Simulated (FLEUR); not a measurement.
# Magnetic state of GdNi2 from several starts, part 2 of 3

Does GdNi2 prefer parallel or opposed moments?

FLEUR MaX-R8.1; LDA (VWN) with U = 6.7 eV, J = 0.7 eV on Gd f; all-electron FLAPW, Dirac cores, scalar-relativistic bands.

So far, largest spin moment in the muffin-tin sphere (μB): step 2 (order 1, typed as ferro ++++++) 7.17.

**3. Order 2, typed as antiferro +-++--**

An opposed order shows whether neighbours prefer unlike signs.

The seed on Ni dies away in this run, so the pattern is judged on the other seeded atoms.

Input file inp.xml:

```
<?xml version="1.0" encoding="UTF-8" standalone="no"?>
<fleurInput fleurInputVersion="0.39">
   <comment>
      GdNi2
   </comment>
   <calculationSetup>
      <cutoffs Kmax="3.6" Gmax="10.8" GmaxXC="10.8" numbands="0"/>
      <scfLoop itmax="130" minDistance="0.0001" maxIterBroyd="15" imix="Anderson" alpha="0.05" precondParam="0.0" spinf="2.0" sdNocoIR="T"/>
      <coreElectrons ctail="T" frcor="F" kcrel="0" coretail_lmax="0"/>
      <xcFunctional name="vwn" relativisticCorrections="F"/>
      <magnetism jspins="2"/>
      <soc l_soc="F" theta="0.0" phi="0.0" spav="F"/>
      <expertModes spex="0" secvar="F"/>
      <geometryOptimization l_f="F" forcealpha="1.0" forcemix="BFGS" epsdisp="0.00001" epsforce="0.00001"/>
      <ldaU l_linMix="F" mixParam="0.05" spinf="1.0"/>
   </calculationSetup>
   <cell>
      <bzIntegration valenceElectrons="108.0" mode="hist" fermiSmearingEnergy="0.00293995">
         <kPointListSelection listName="default-1"/>
         <xi:include xmlns:xi="http://www.w3.org/2001/XInclude" href="kpts.xml"> </xi:include>
      </bzIntegration>
      <xi:include xmlns:xi="http://www.w3.org/2001/XInclude" href="sym.xml"> </xi:include>
      <bulkLattice scale="1.0">
         <bravaisMatrix>
            <row-1>    0.0000000000000000     6.7521339302463481     6.7521339302463481</row-1>
            <row-2>    6.7521339302463481     0.0000000000000000     6.7521339302463481</row-2>
            <row-3>    6.7521339302463481     6.7521339302463481     0.0000000000000000</row-3>
         </bravaisMatrix>
      </bulkLattice>
   </cell>
   <atomSpecies>
      <species name="Gadolinium7.000" element="Gd" atomicNumber="64">
         <mtSphere radius="2.8" gridPoints="925" logIncrement="0.014"/>
         <atomicCutoffs lmax="10" lnonsphr="8"/>
         <electronConfig flipSpins="F">
            <coreConfig>(1s1/2) (2s1/2) (2p1/2) (2p3/2) (3s1/2) (3p1/2) (3p3/2) (4s1/2) (3d3/2) (3d5/2) (4p1/2) (4p3/2) (4d3/2) (4d5/2)</coreConfig>
            <valenceConfig>(5s1/2) (5p1/2) (5p3/2) (6s1/2) (4f5/2) (4f7/2) (5d3/2) (5d5/2)</valenceConfig>
            <stateOccupation state="(4f5/2)" spinUp="2.5" spinDown="0.5"/>
            <stateOccupation state="(4f7/2)" spinUp="4.0" spinDown="0.0"/>
            <stateOccupation state="(5d3/2)" spinUp="0.4" spinDown="0.0"/>
            <stateOccupation state="(5d5/2)" spinUp="0.6" spinDown="0.0"/>
         </electronConfig>
         <energyParameters s="6" p="6" d="5" f="4"/>
         <ldaU l="3" U="6.7" J="0.7" l_amf="F"/>
         <lo type="SCLO" l="0" n="5" eDeriv="0"/>
         <lo type="SCLO" l="1" n="5" eDeriv="0"/>
      </species>
      <species name="Gadolinium-7.000" element="Gd" atomicNumber="64">
         <mtSphere radius="2.8" gridPoints="925" logIncrement="0.014"/>
         <atomicCutoffs lmax="10" lnonsphr="8"/>
         <electronConfig flipSpins="F">
            <coreConfig>(1s1/2) (2s1/2) (2p1/2) (2p3/2) (3s1/2) (3p1/2) (3p3/2) (4s1/2) (3d3/2) (3d5/2) (4p1/2) (4p3/2) (4d3/2) (4d5/2)</coreConfig>
            <valenceConfig>(5s1/2) (5p1/2) (5p3/2) (6s1/2) (4f5/2) (4f7/2) (5d3/2) (5d5/2)</valenceConfig>
            <stateOccupation state="(4f5/2)" spinUp="0.5" spinDown="2.5"/>
            <stateOccupation state="(4f7/2)" spinUp="0.0" spinDown="4.0"/>
            <stateOccupation state="(5d3/2)" spinUp="0.0" spinDown="0.4"/>
            <stateOccupation state="(5d5/2)" spinUp="0.0" spinDown="0.6"/>
         </electronConfig>
         <energyParameters s="6" p="6" d="5" f="4"/>
         <ldaU l="3" U="6.7" J="0.7" l_amf="F"/>
         <lo type="SCLO" l="0" n="5" eDeriv="0"/>
         <lo type="SCLO" l="1" n="5" eDeriv="0"/>
      </species>
      <species name="Nickel (Ni1.001" element="Ni" atomicNumber="28">
         <mtSphere radius="2.33" gridPoints="771" logIncrement="0.016"/>
         <atomicCutoffs lmax="8" lnonsphr="6"/>
         <electronConfig flipSpins="F">
            <coreConfig>(1s1/2) (2s1/2) (2p1/2) (2p3/2)</coreConfig>
            <valenceConfig>(3s1/2) (3p1/2) (3p3/2) (4s1/2) (3d3/2) (3d5/2)</valenceConfig>
            <stateOccupation state="(3d3/2)" spinUp="1.6" spinDown="1.6"/>
            <stateOccupation state="(3d5/2)" spinUp="2.9005" spinDown="1.8995"/>
         </electronConfig>
         <energyParameters s="4" p="4" d="3" f="4"/>
         <lo type="SCLO" l="0" n="3" eDeriv="0"/>
         <lo type="SCLO" l="1" n="3" eDeriv="0"/>
      </species>
      <species name="Nickel (Ni-1.001" element="Ni" atomicNumber="28">
         <mtSphere radius="2.33" gridPoints="771" logIncrement="0.016"/>
         <atomicCutoffs lmax="8" lnonsphr="6"/>
         <electronConfig flipSpins="F">
            <coreConfig>(1s1/2) (2s1/2) (2p1/2) (2p3/2)</coreConfig>
            <valenceConfig>(3s1/2) (3p1/2) (3p3/2) (4s1/2) (3d3/2) (3d5/2)</valenceConfig>
            <stateOccupation state="(3d3/2)" spinUp="1.6" spinDown="1.6"/>
            <stateOccupation state="(3d5/2)" spinUp="1.8995" spinDown="2.9005"/>
         </electronConfig>
         <energyParameters s="4" p="4" d="3" f="4"/>
         <lo type="SCLO" l="0" n="3" eDeriv="0"/>
         <lo type="SCLO" l="1" n="3" eDeriv="0"/>
      </species>
   </atomSpecies>
   <atomGroups>
      <atomGroup species="Gadolinium7.000">
         <relPos label="                   1">.0000000000 .0000000000 .0000000000</relPos>
         <force calculate="T" relaxXYZ="TTT"/>
      </atomGroup>
      <atomGroup species="Gadolinium-7.000">
         <relPos label="                   2">1.000/4.000 1.000/4.000 1.000/4.000</relPos>
         <force calculate="T" relaxXYZ="TTT"/>
      </atomGroup>
      <atomGroup species="Nickel (Ni1.001">
         <relPos label="                   3">-3.000/8.000 -3.000/8.000 -3.000/8.000</relPos>
         <relPos label="                   4">1.000/8.000 -3.000/8.000 -3.000/8.000</relPos>
         <force calculate="T" relaxXYZ="TTT"/>
      </atomGroup>
      <atomGroup species="Nickel (Ni-1.001">
         <relPos label="                   5">-3.000/8.000 1.000/8.000 -3.000/8.000</relPos>
         <relPos label="                   6">-3.000/8.000 -3.000/8.000 1.000/8.000</relPos>
         <force calculate="T" relaxXYZ="TTT"/>
      </atomGroup>
   </atomGroups>
   <output dos="F" band="F" slice="F">
      <bandDOS minEnergy="-.5*Htr" maxEnergy="0.5*Htr" sigma="0.015" storeEVData="T"/>
      <plotting iplot="0" polar="F">
         <plot TwoD="T" vec1="  1.0  0.0  0.0" vec2="  0.0  1.0  0.0" vec3="  0.0  0.0  1.0" zero="  0.0  0.0  0.0" file="plot"/>
      </plotting>
      <moessbauerParams electricFieldGradient="F" isomerShift="F" coreHyperfine="F" valenceHyperfine="F"/>
   </output>
</fleurInput>
```

Input file crystal.txt:

```
GdNi2
&input film=F cartesian=F /
0.00000000000  3.57307540090  3.57307540090
3.57307540090  0.00000000000  3.57307540090
3.57307540090  3.57307540090  0.00000000000
1.8897261246
1.0 1.0 1.0

6
64 0.00000000000  0.00000000000  0.00000000000 : 7.000
64 0.25000000000  0.25000000000  0.25000000000 : -7.000
28 0.62500000000  0.62500000000  0.62500000000 : 1.001
28 0.12500000000  0.62500000000  0.62500000000 : 1.001
28 0.62500000000  0.12500000000  0.62500000000 : -1.001
28 0.62500000000  0.62500000000  0.12500000000 : -1.001

&kpt div1=8 div2=8 div3=8 gamma=T /
```

Started as:

```console
$ OMP_NUM_THREADS=1 inpgen -f crystal.txt > inpgen.log  # inp.xml is then edited as shown
$ OMP_NUM_THREADS=1 mpirun -n 4 fleur_MPI > fleur.log
```

The log of the run:

```text
[banner, memory and clock lines left out]
Welcome to FLEUR        (www.flapw.de)
      MaX-Release 8.1          (www.max-centre.eu)

 ========== k-point set info ==========
 Selected k-point list: default-1
 k-point list type: mesh
 0 x 0 x 0
 Number of k points: 96

 ------------Calculation Setup---------------------------
 Number of PE/node        :            4
 Number of OMP-threads    :            1
 k-points in parallel     :            4
 pe's per k-point         :            1
 No of k-point loops      :           24
 Eigenvalue solver        :       lapack
 Number of basis functions:          567
 Approximate size of matrices (H+S) per k-point:         0.010 GB
 Iteration:     1   Distance:      31.69219322 me/bohr^3
 Iteration:     2   Distance:      29.59480979 me/bohr^3
 Iteration:     3   Distance:      24.81811210 me/bohr^3
 Iteration:     4   Distance:      42.74846945 me/bohr^3
 Iteration:     5   Distance:      21.64519821 me/bohr^3
 Iteration:     6   Distance:      21.89504922 me/bohr^3
 Iteration:     7   Distance:      16.21385200 me/bohr^3
 Iteration:     8   Distance:       4.00757003 me/bohr^3
 Iteration:     9   Distance:       3.64103674 me/bohr^3
 Iteration:    10   Distance:       2.64982935 me/bohr^3
 Iteration:    11   Distance:       3.88052414 me/bohr^3
 Iteration:    12   Distance:       3.09409339 me/bohr^3
 Iteration:    13   Distance:       1.27209830 me/bohr^3
 Iteration:    14   Distance:       1.04679869 me/bohr^3
 Iteration:    15   Distance:       0.95400358 me/bohr^3
 Iteration:    16   Distance:       0.35673810 me/bohr^3
 Iteration:    17   Distance:       0.32417424 me/bohr^3
 Iteration:    18   Distance:       0.27665190 me/bohr^3
 Iteration:    19   Distance:       0.29473565 me/bohr^3
 Iteration:    20   Distance:       0.04904976 me/bohr^3
 Iteration:    21   Distance:       0.01336846 me/bohr^3
 Iteration:    22   Distance:       0.02194756 me/bohr^3
 Iteration:    23   Distance:       0.01337348 me/bohr^3
 Iteration:    24   Distance:       0.01178753 me/bohr^3
 Iteration:    25   Distance:       0.00303575 me/bohr^3
 Iteration:    26   Distance:       0.00386539 me/bohr^3
 Iteration:    27   Distance:       0.00028382 me/bohr^3
 Iteration:    28   Distance:       0.00006508 me/bohr^3

 ********************************************************************
 Run finished successfully
 Stop message:
   all done
 ********************************************************************

--- out.xml (last complete iteration) ---
<iteration numberForCurrentRun="   28" overallNumber="   28">
         [... left out ...]
         <bandgap value="0.0000000010" units="eV"/>
         <sumValenceSingleParticleEnergies value="-69.4597622783" units="Htr"/>
         <FermiEnergy value="0.3661920332" units="Htr"/>
         <valenceDensity>
            <mtCharges spin="1">
               <mtCharge atomType="1" total="11.7113993" s="1.1307159" p="2.9985739" d="0.5948971" f="6.9795442"/>
               <mtCharge atomType="2" total="4.6170439" s="1.1202864" p="2.9697724" d="0.4614726" f="0.0574075"/>
               <mtCharge atomType="3" total="8.6118040" s="1.2490131" p="3.1933275" d="4.1579198" f="0.0087811"/>
               <mtCharge atomType="4" total="8.6118046" s="1.2490131" p="3.1933275" d="4.1579205" f="0.0087811"/>
            </mtCharges>
            <mtCharges spin="2">
               <mtCharge atomType="1" total="4.6170439" s="1.1202864" p="2.9697724" d="0.4614726" f="0.0574075"/>
               <mtCharge atomType="2" total="11.7113993" s="1.1307159" p="2.9985739" d="0.5948971" f="6.9795442"/>
               <mtCharge atomType="3" total="8.6118047" s="1.2490131" p="3.1933275" d="4.1579205" f="0.0087811"/>
               <mtCharge atomType="4" total="8.6118039" s="1.2490131" p="3.1933275" d="4.1579197" f="0.0087811"/>
            </mtCharges>
            <spinDependentCharge spin="1" total="54.0000000" interstitial="3.2243397" mtSpheres="50.7756603"/>
            <spinDependentCharge spin="2" total="54.0000000" interstitial="3.2243397" mtSpheres="50.7756603"/>
            <totalCharge value="108.0000000000"/>
         </valenceDensity>
         [... left out ...]
         <magneticMomentsInMTSpheres units="muBohr">
            <globalMagMoment atomType="1" vec="0.00000   0.00000   7.09436"/>
            <localMagMoment atomType="1" vec="0.00000   0.00000   7.09436"/>
            <globalMagMoment atomType="2" vec="0.00000   0.00000  -7.09436"/>
            <localMagMoment atomType="2" vec="0.00000   0.00000  -7.09436"/>
            <globalMagMoment atomType="3" vec="0.00000   0.00000   0.00000"/>
            <localMagMoment atomType="3" vec="0.00000   0.00000   0.00000"/>
            <globalMagMoment atomType="4" vec="0.00000   0.00000   0.00000"/>
            <localMagMoment atomType="4" vec="0.00000   0.00000   0.00000"/>
         </magneticMomentsInMTSpheres>
         [... left out ...]
         <totalEnergy value="   -28619.7615829244" units="Htr">
            <sumOfEigenvalues value="   -17347.1749094980">
               <coreElectrons value="-17277.7151472196"/>
               <valenceElectrons value="-69.4597622783"/>
            </sumOfEigenvalues>
            <densityCoulombPotentialIntegral value="-47126.6740253694"/>
            <densityEffectivePotentialIntegral value="-48094.9202747577"/>
            <chargeDenXCDenIntegral value="-730.2463026593"/>
            <FockExchangeEnergyValence value="0.0000000000"/>
            <FockExchangeEnergyCore value="0.0000000000"/>
         [... left out ...]
            <dftUCorrection value="-1.5345687759"/>
            <tkbTimesEntropy value="0.0022937677"/>
            <freeEnergy value="-28619.7638766921"/>
            <extrapolationTo0K value="-28619.7627298082"/>
         </totalEnergy>
         [... left out ...]
         <ldaUDensityMatrixConvergence>
            <distance spin="1" distance="0.000001"/>
            <distance spin="2" distance="0.000001"/>
         </ldaUDensityMatrixConvergence>
         <densityConvergence units="me/bohr^3">
            <chargeDensity spin="1" distance="0.0000383256"/>
            <chargeDensity spin="2" distance="0.0000380646"/>
            <overallChargeDensity distance="0.0000650848"/>
            <spinDensity distance="0.0000399938"/>
         </densityConvergence>
      </iteration>
```

Wall time 10 min (4 MPI ranks of Intel Xeon Platinum 8259CL at 2.50GHz (Skylake/Cascade Lake), shared host); peak memory 0.67 GiB; 40 min of CPU time.

Spin moment in the muffin-tin sphere by atom:

```csv
atom,spin moment in the muffin-tin sphere (μB)
Gd1,7.09
Gd2,-7.09
Ni3,0.00
Ni4,0.00
Ni5,0.00
Ni6,0.00
```

Read from the output:

- free energy: -778783.4491 eV
- program's band gap on this mesh (in a metal only a level spacing): 1.00e-9 eV
- magnetization: 0 μB
- final state: antiferromagnetic

It lies 6.41 meV a seeded atom over the first start, and its largest moment is 7.09 μB against 7.17 μB.

**4. An attempt with other settings**

A slip in the input shows what the program catches and what it lets pass.

Input file inp.xml:

```
<?xml version="1.0" encoding="UTF-8" standalone="no"?>
<fleurInput fleurInputVersion="0.39">
   <comment>
      GdNi2
   </comment>
   <calculationSetup>
      <cutoffs Kmax="3.6" Gmax="10.8" GmaxXC="10.8" numbands="0"/>
      <scfLoop itmax="60" minDistance="0.0001" maxIterBroyd="15" imix="Anderson" alpha="0.05" precondParam="0.0" spinf="2.0" sdNocoIR="T"/>
      <coreElectrons ctail="T" frcor="F" kcrel="0" coretail_lmax="0"/>
      <xcFunctional name="vwn" relativisticCorrections="F"/>
      <magnetism jspins="2"/>
      <soc l_soc="F" theta="0.0" phi="0.0" spav="F"/>
      <expertModes spex="0" secvar="F"/>
      <geometryOptimization l_f="F" forcealpha="1.0" forcemix="BFGS" epsdisp="0.00001" epsforce="0.00001"/>
      <ldaU l_linMix="F" mixParam="0.05" spinf="1.0"/>
   </calculationSetup>
   <cell>
      <bzIntegration valenceElectrons="108.0" mode="hist" fermiSmearingEnergy="0.00293995">
         <kPointListSelection listName="default-1"/>
         <xi:include xmlns:xi="http://www.w3.org/2001/XInclude" href="kpts.xml"> </xi:include>
      </bzIntegration>
      <xi:include xmlns:xi="http://www.w3.org/2001/XInclude" href="sym.xml"> </xi:include>
      <bulkLattice scale="1.0">
         <bravaisMatrix>
            <row-1>    0.0000000000000000     6.7521339302463481     6.7521339302463481</row-1>
            <row-2>    6.7521339302463481     0.0000000000000000     6.7521339302463481</row-2>
            <row-3>    6.7521339302463481     6.7521339302463481     0.0000000000000000</row-3>
         </bravaisMatrix>
      </bulkLattice>
   </cell>
   <atomSpecies>
      <species name="Gadolinium7.000" element="Gd" atomicNumber="64">
         <mtSphere radius="3.40" gridPoints="925" logIncrement="0.014"/>
         <atomicCutoffs lmax="10" lnonsphr="8"/>
         <electronConfig flipSpins="F">
            <coreConfig>(1s1/2) (2s1/2) (2p1/2) (2p3/2) (3s1/2) (3p1/2) (3p3/2) (4s1/2) (3d3/2) (3d5/2) (4p1/2) (4p3/2) (4d3/2) (4d5/2)</coreConfig>
            <valenceConfig>(5s1/2) (5p1/2) (5p3/2) (6s1/2) (4f5/2) (4f7/2) (5d3/2) (5d5/2)</valenceConfig>
            <stateOccupation state="(4f5/2)" spinUp="2.5" spinDown="0.5"/>
            <stateOccupation state="(4f7/2)" spinUp="4.0" spinDown="0.0"/>
            <stateOccupation state="(5d3/2)" spinUp="0.4" spinDown="0.0"/>
            <stateOccupation state="(5d5/2)" spinUp="0.6" spinDown="0.0"/>
         </electronConfig>
         <energyParameters s="6" p="6" d="5" f="4"/>
         <ldaU l="3" U="6.7" J="0.7" l_amf="F"/>
         <lo type="SCLO" l="0" n="5" eDeriv="0"/>
         <lo type="SCLO" l="1" n="5" eDeriv="0"/>
      </species>
      <species name="Nickel (Ni1.001" element="Ni" atomicNumber="28">
         <mtSphere radius="3.40" gridPoints="771" logIncrement="0.016"/>
         <atomicCutoffs lmax="8" lnonsphr="6"/>
         <electronConfig flipSpins="F">
            <coreConfig>(1s1/2) (2s1/2) (2p1/2) (2p3/2)</coreConfig>
            <valenceConfig>(3s1/2) (3p1/2) (3p3/2) (4s1/2) (3d3/2) (3d5/2)</valenceConfig>
            <stateOccupation state="(3d3/2)" spinUp="1.6" spinDown="1.6"/>
            <stateOccupation state="(3d5/2)" spinUp="2.9005" spinDown="1.8995"/>
         </electronConfig>
         <energyParameters s="4" p="4" d="3" f="4"/>
         <lo type="SCLO" l="0" n="3" eDeriv="0"/>
         <lo type="SCLO" l="1" n="3" eDeriv="0"/>
      </species>
   </atomSpecies>
   <atomGroups>
      <atomGroup species="Gadolinium7.000">
         <relPos label="                   1">-1.000/8.000 -1.000/8.000 -1.000/8.000</relPos>
         <relPos label="                   2">1.000/8.000 1.000/8.000 1.000/8.000</relPos>
         <force calculate="T" relaxXYZ="TTT"/>
      </atomGroup>
      <atomGroup species="Nickel (Ni1.001">
         <relPos label="                   3">1.000/2.000 1.000/2.000 1.000/2.000</relPos>
         <relPos label="                   4">.0000000000 1.000/2.000 1.000/2.000</relPos>
         <relPos label="                   5">1.000/2.000 .0000000000 1.000/2.000</relPos>
         <relPos label="                   6">1.000/2.000 1.000/2.000 .0000000000</relPos>
         <force calculate="T" relaxXYZ="TTT"/>
      </atomGroup>
   </atomGroups>
   <output dos="F" band="F" slice="F">
      <bandDOS minEnergy="-.5*Htr" maxEnergy="0.5*Htr" sigma="0.015" storeEVData="T"/>
      <plotting iplot="0" polar="F">
         <plot TwoD="T" vec1="  1.0  0.0  0.0" vec2="  0.0  1.0  0.0" vec3="  0.0  0.0  1.0" zero="  0.0  0.0  0.0" file="plot"/>
      </plotting>
      <moessbauerParams electricFieldGradient="F" isomerShift="F" coreHyperfine="F" valenceHyperfine="F"/>
   </output>
</fleurInput>
```

Input file crystal.txt:

```
GdNi2
&input film=F cartesian=F /
0.00000000000  3.57307540090  3.57307540090
3.57307540090  0.00000000000  3.57307540090
3.57307540090  3.57307540090  0.00000000000
1.8897261246
1.0 1.0 1.0

6
64 0.00000000000  0.00000000000  0.00000000000 : 7.000
64 0.25000000000  0.25000000000  0.25000000000 : 7.000
28 0.62500000000  0.62500000000  0.62500000000 : 1.001
28 0.12500000000  0.62500000000  0.62500000000 : 1.001
28 0.62500000000  0.12500000000  0.62500000000 : 1.001
28 0.62500000000  0.62500000000  0.12500000000 : 1.001

&kpt div1=8 div2=8 div3=8 gamma=T /
```

The log of the run:

```text
Welcome to FLEUR        (www.flapw.de)
      MaX-Release 8.1          (www.max-centre.eu)
**************FLEUR-Error*****************
Error message: Overlapping MT-radii of two neighbours detected.
Error occurred in subroutine: chkmt
Error from PE:0/4
*****************************************

Memory (rank 0): 0.032 GB (peak 0.030 GB)
```

Elapsed: 2.7 s, on 4 MPI ranks; peak memory 0.17 GiB.

The program refused the input before any cycle.

The program's message: “Overlapping MT-radii of two neighbours detected.”

The fault in the input: spheres that overlap.

Muffin-tin spheres may not overlap; the radii must fit the shortest distances.

**5. Energies of the orders**

Free energies are divided by the number of seeded atoms. The count holds Ni, whose seed died away.

Orders:

```
           start                                  final state  typed order kept  energy over the lowest (meV a seeded atom)  largest sphere moment (μB)  net moment (μB a primitive cell)  mesh matched  CPU time (s)
    ferro ++++++  ferromagnetic, with opposed induced moments               yes                                           0                       7.165                             14.19           yes           406
antiferro +-++--                            antiferromagnetic               yes                                       6.408                       7.094                                 0           yes          2426
```

[end of part 2 of 3]

[Logs and program files are shortened in this print: banners, set-up blocks, solver, clock and traceback lines can be left out without a mark of their own.]

[Logs are printed without paths, hosts, clocks, repeated set-up lines and the standing remarks that a program may print on its own settings, such as how far it seeks lower states.]

[Hosts, paths, dates, database ids (printed as entryN), source tags and the programs' standing remarks are cut or masked in the printed files.]

[Where a cell is said to come from a database of computed structures, the database is the Materials Project.]
